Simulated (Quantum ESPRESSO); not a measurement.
# Dielectric function and optical constants of PbF2 (Fluorocronite), part 3 of 3

Wanted: where PbF2 (Fluorocronite) starts to absorb, how strongly, and its refractive index. The cell comes from an older database entry, whose edges can differ from later determinations, mostly by under a per cent.

Quantum ESPRESSO 7.5; DFT, PBE, plane waves with norm-conserving potentials (PseudoDojo), scalar-relativistic, independent-particle optical response without local fields and without the non-local commutator.

So far. Step 2 (Ground state): There is a gap, 4.47 eV on this mesh (points off the mesh can give less), so no carriers' term is needed.

The database entry behind the starting cell differs from later determinations by our own check (0.1 to 0.3 % short, probably kX units), so it need not match the best structure at ambient conditions.

## Step 5: Dielectric function

With the density converged, the vertical transitions are summed over the zone.

This step: DFT, PBE, plane waves with norm-conserving potentials (PseudoDojo), scalar-relativistic, independent-particle optical response without local fields and without the non-local commutator (Quantum ESPRESSO 7.5).

epsilon.in

```
&inputpp
  prefix = 'x'
  outdir = './tmp'
  calculation = 'eps'
/
&energy_grid
  smeartype = 'gauss'
  intersmear = 0.2
  wmin = 0.0
  wmax = 22
  nw = 500
/
```

Launch:

```bash
$ mpirun -n 4 epsilon.x -nk 4 -in epsilon.in
```

What it wrote:

```text
[banner, memory and clock lines left out]

     Broadcasting variables...

     IMPORTANT: XC functional enforced from input :
     Exchange-correlation= PBE
                           (   1   4   3   4   0   0   0)
     Any further DFT definition will be discarded

     G-vector sticks info

     Fermi energy [eV] is:  5.26045
     The system is a dielectric...
     metallic system: redefining wmin =     0.000000

     Performing eps calculation...

     xx,yy,zz plasmon frequences [eV] are:    13.819955455   13.819955653   13.819955417
```

It took 2 s on 4 MPI ranks of Arm Neoverse V2, shared host; peak memory 0.06 GiB; 7.7 s of CPU time.

Numbers from this step:

```
electronic dielectric constant ε∞, mean over x, y and z (by symmetry where fewer were run) : 3.474
main peak of Im epsilon, first axis                                                        : 5.368 eV
centre of weight of the strongest loss peak in the window                                  : 11.51 eV
```

Some rows of epsi_x.dat:

```text
# energy grid [eV]     epsi_x  epsi_y  epsi_z
#
    0.176352705    0.001712066    0.001712066    0.001712066
    1.234468938    0.013002424    0.013002427    0.013002425
    2.292585170    0.030312955    0.030312960    0.030312956
    3.350701403    0.070811753    0.070811760    0.070811754
    4.408817635    0.340943417    0.340943426    0.340943418
    5.466933868    6.184435012    6.184435024    6.184435014
    6.525050100    3.190379430    3.190379444    3.190379433
    7.583166333    3.934770996    3.934771013    3.934770999
    8.641282565    2.160233349    2.160233368    2.160233352
    9.699398798    2.180718636    2.180718658    2.180718639
   10.757515030    0.909287962    0.909287987    0.909287965
   11.815631263    0.534609512    0.534609539    0.534609514
   12.873747495    0.792760742    0.792760772    0.792760744
   13.931863727    0.801151034    0.801151067    0.801151035
   14.989979960    0.297617229    0.297617265    0.297617229
   16.048096192    0.849437251    0.849437291    0.849437249
   17.106212425    1.283055309    1.283055351    1.283055304
   18.164328657    1.131399046    1.131399091    1.131399037
   19.222444890    1.176169372    1.176169420    1.176169358
   20.280561122    0.527598830    0.527598881    0.527598809
   21.338677355    0.548478219    0.548478271    0.548478187
```

The Im ε, any direction has structure finer than the step of the table below, so its rows give means over 0.5 eV, whole bins alone (the curve runs from 0 to 22 eV). Peaks (eV: height): 5.38: 7.27, 6.35: 4.88, 6.88: 6.57, 9.39: 3.37, 17.50: 1.74.

Values under the direct gap are tails of Lorentzian lines. Im ε, any direction against photon energy; means over each step:

```tsv
photon energy (eV)	Im ε, any direction
0.5	0.00492
1.0	0.0103
1.5	0.0165
2.0	0.0245
2.5	0.0356
3.0	0.0527
3.5	0.0831
4.0	0.155
4.5	0.618
5.0	2.81
5.5	5.98
6.0	3.33
6.5	4.00
7.0	6.22
7.5	4.48
8.0	3.96
8.5	2.46
9.0	1.88
9.5	2.74
10.0	1.38
10.5	1.15
11.0	1.11
11.5	0.737
12.0	0.567
12.5	0.576
13.0	0.885
13.5	0.718
14.0	0.712
14.5	0.427
15.0	0.323
15.5	0.338
16.0	0.689
16.5	1.24
17.0	1.32
17.5	1.50
18.0	1.19
18.5	1.24
19.0	1.13
19.5	1.06
20.0	0.754
20.5	0.497
21.0	0.527
21.5	0.530
```

The Re ε, any direction by photon energy:

photon energy (eV), Re ε, any direction and a bar from the least value:
```
      0.0       3.47 ################
      0.5       3.49 ################
      1.0       3.52 ################
      1.5       3.59 #################
      2.0       3.69 #################
      2.5       3.84 ##################
      3.0       4.05 ###################
      3.5       4.38 ####################
      4.0       4.92 ######################
      4.5       6.11 ###########################
      5.0       6.94 ##############################
      5.5       3.30 ################
      6.0       2.95 ##############
      6.5       2.79 ##############
      7.0       2.14 ###########
      7.5       0.09 ###
      8.0      -0.41 #
      8.5      -0.58 
      9.0       0.49 ####
      9.5      -0.50 #
     10.0      -0.63 
     10.5      -0.19 ##
     11.0       0.13 ###
     11.5      -0.01 ##
     12.0       0.56 #####
     12.5       0.89 ######
     13.0       0.86 ######
     13.5       0.59 #####
     14.0       0.63 #####
     14.5       0.78 ######
     15.0       1.02 #######
     15.5       1.26 #######
     16.0       1.68 #########
     16.5       1.50 ########
     17.0       1.20 #######
     17.5       0.77 ######
     18.0       0.70 #####
     18.5       0.60 #####
     19.0       0.63 #####
     19.5       0.25 ###
     20.0       0.18 ###
     20.5       0.41 ####
     21.0       0.60 #####
     21.5       0.56 #####
     22.0       0.47 ####
```

The reflectivity at normal incidence, any direction has structure finer than the step of the table below, so its rows give means over 1 eV, whole bins alone (the curve runs from 0 to 22 eV). Peaks (eV: height): 5.3: 30.3, 6.3: 23.3, 7.2: 32.9, 8.3: 32.0, 9.7: 33.6, 10.5: 23.0, 11.5: 18.1.

The reflectivity at normal incidence, any direction by photon energy; means over each step:

```tsv
photon energy (eV)	reflectivity at normal incidence, any direction (%)
1	9.31
2	9.97
3	11.4
4	14.6
5	23.8
6	20.6
7	26.9
8	29.1
9	20.1
10	25.8
11	16.0
12	6.48
13	4.44
14	3.67
15	0.916
16	3.30
17	7.02
18	8.20
19	9.31
20	10.8
21	4.38
```

The loss function −Im 1/ε at q → 0, any direction has structure finer than the step of the table below, so its rows give means over 0.5 eV, whole bins alone (the curve runs from 0 to 22 eV). Peaks (eV: height): 8.91: 0.597, 10.67: 1.18, 11.60: 1.68, 12.21: 1.07, 13.45: 0.856, 14.15: 0.909, 20.19: 1.54.

Values under the direct gap are tails of Lorentzian lines. Loss function −Im 1/ε at q → 0, any direction against energy loss; means over each step:

```tsv
energy loss (eV)	loss function −Im 1/ε at q → 0, any direction
0.5	4.0e-4
1.0	8.3e-4
1.5	0.00128
2.0	0.00179
2.5	0.00241
3.0	0.00319
3.5	0.00429
4.0	0.00624
4.5	0.0152
5.0	0.0427
5.5	0.117
6.0	0.165
6.5	0.137
7.0	0.137
7.5	0.224
8.0	0.250
8.5	0.392
9.0	0.504
9.5	0.344
10.0	0.670
10.5	0.882
11.0	0.881
11.5	1.33
12.0	1.03
12.5	0.559
13.0	0.623
13.5	0.739
14.0	0.763
14.5	0.568
15.0	0.292
15.5	0.190
16.0	0.212
16.5	0.317
17.0	0.388
17.5	0.519
18.0	0.608
18.5	0.634
19.0	0.712
19.5	0.882
20.0	1.25
20.5	1.22
21.0	0.875
21.5	0.846
```

Table of refractive index n and extinction k by photon energy:

```tsv
photon energy (eV)	n	k
0.0	1.86	0
0.5	1.87	0.00132
1.0	1.88	0.00273
1.5	1.89	0.00435
2.0	1.92	0.00635
2.5	1.96	0.00903
3.0	2.01	0.0130
3.5	2.09	0.0195
4.0	2.22	0.0335
4.5	2.47	0.0965
5.0	2.68	0.498
5.5	2.22	1.27
6.0	1.85	0.692
6.5	1.89	0.894
7.0	2.11	1.52
7.5	1.55	1.52
8.0	1.37	1.51
8.5	1.00	1.26
9.0	1.06	0.799
9.5	1.12	1.32
10.0	0.651	1.02
10.5	0.752	0.871
11.0	0.836	0.757
11.5	0.604	0.611
12.0	0.827	0.348
12.5	0.987	0.288
13.0	1.03	0.459
13.5	0.863	0.396
14.0	0.901	0.423
14.5	0.916	0.236
15.0	1.02	0.146
15.5	1.13	0.148
16.0	1.33	0.302
16.5	1.35	0.576
17.0	1.21	0.521
17.5	1.16	0.753
18.0	1.03	0.598
18.5	1.01	0.646
19.0	0.980	0.577
19.5	0.836	0.669
20.0	0.720	0.583
20.5	0.723	0.341
21.0	0.843	0.340
21.5	0.815	0.324
22.0	0.826	0.459
```

Optical constants at common wavelengths, from n + ik = √ε:

```tsv
wavelength (nm)	n	k	R (%)	1/α
800	1.90	0.005	9.6	14 µm
532	1.94	0.008	10.3	5.3 µm
405	2.02	0.014	11.4	2.4 µm
365	2.07	0.018	12.2	1.6 µm
308	2.23	0.035	14.5	708 nm
248	2.68	0.498	22.3	40 nm
193	1.95	1.111	21.5	14 nm
```

Below the direct gap, k and the depth come from the tails of the Lorentzian lines, not from transitions.

## Step 6: What came out

| Item | Value |
| --- | --- |
| electronic dielectric constant ε∞, mean over x, y and z (by symmetry where fewer were run) (independent particles) | 3.47 |
| main peak of Im epsilon, first axis | 5.37 eV |
| centre of weight of the strongest loss peak in the window, first axis | 11.5 eV |

What this shows: At this level (PBE, independent particles) PbF2 has ε∞ = 3.47 and n = 1.87 at 1550 nm, and Im ε peaks at 5.4 eV. Distinct maxima of Im ε, read by a parabola through the highest points, lie at 5.37 eV (7.3), 5.64 eV (5.6), 6.36 eV (4.9) and 6.89 eV (6.6). Excitons and phonon-assisted transitions are missing, and so are local fields; PBE gaps are as a rule too small, which pulls the onset down and ε∞ up, while the missing spin-orbit coupling works the other way with such heavy atoms. Spin-orbit coupling is left out although heavy atoms are present. epsilon.x leaves out the commutator of the non-local potential, so its intensities are off, as a rule too high. The sum runs over mesh points, so small or evenly spaced maxima can still be ripples of the mesh.

[Machine, clock, banner and «Message from routine» lines are left out of the logs.]

[Logs are printed without paths, hosts, clocks, repeated set-up lines and the standing remarks that a program may print on its own settings, such as how far it seeks lower states.]

[Hosts, paths, dates, database ids (printed as entryN), source tags and the programs' standing remarks are cut or masked in the printed files.]
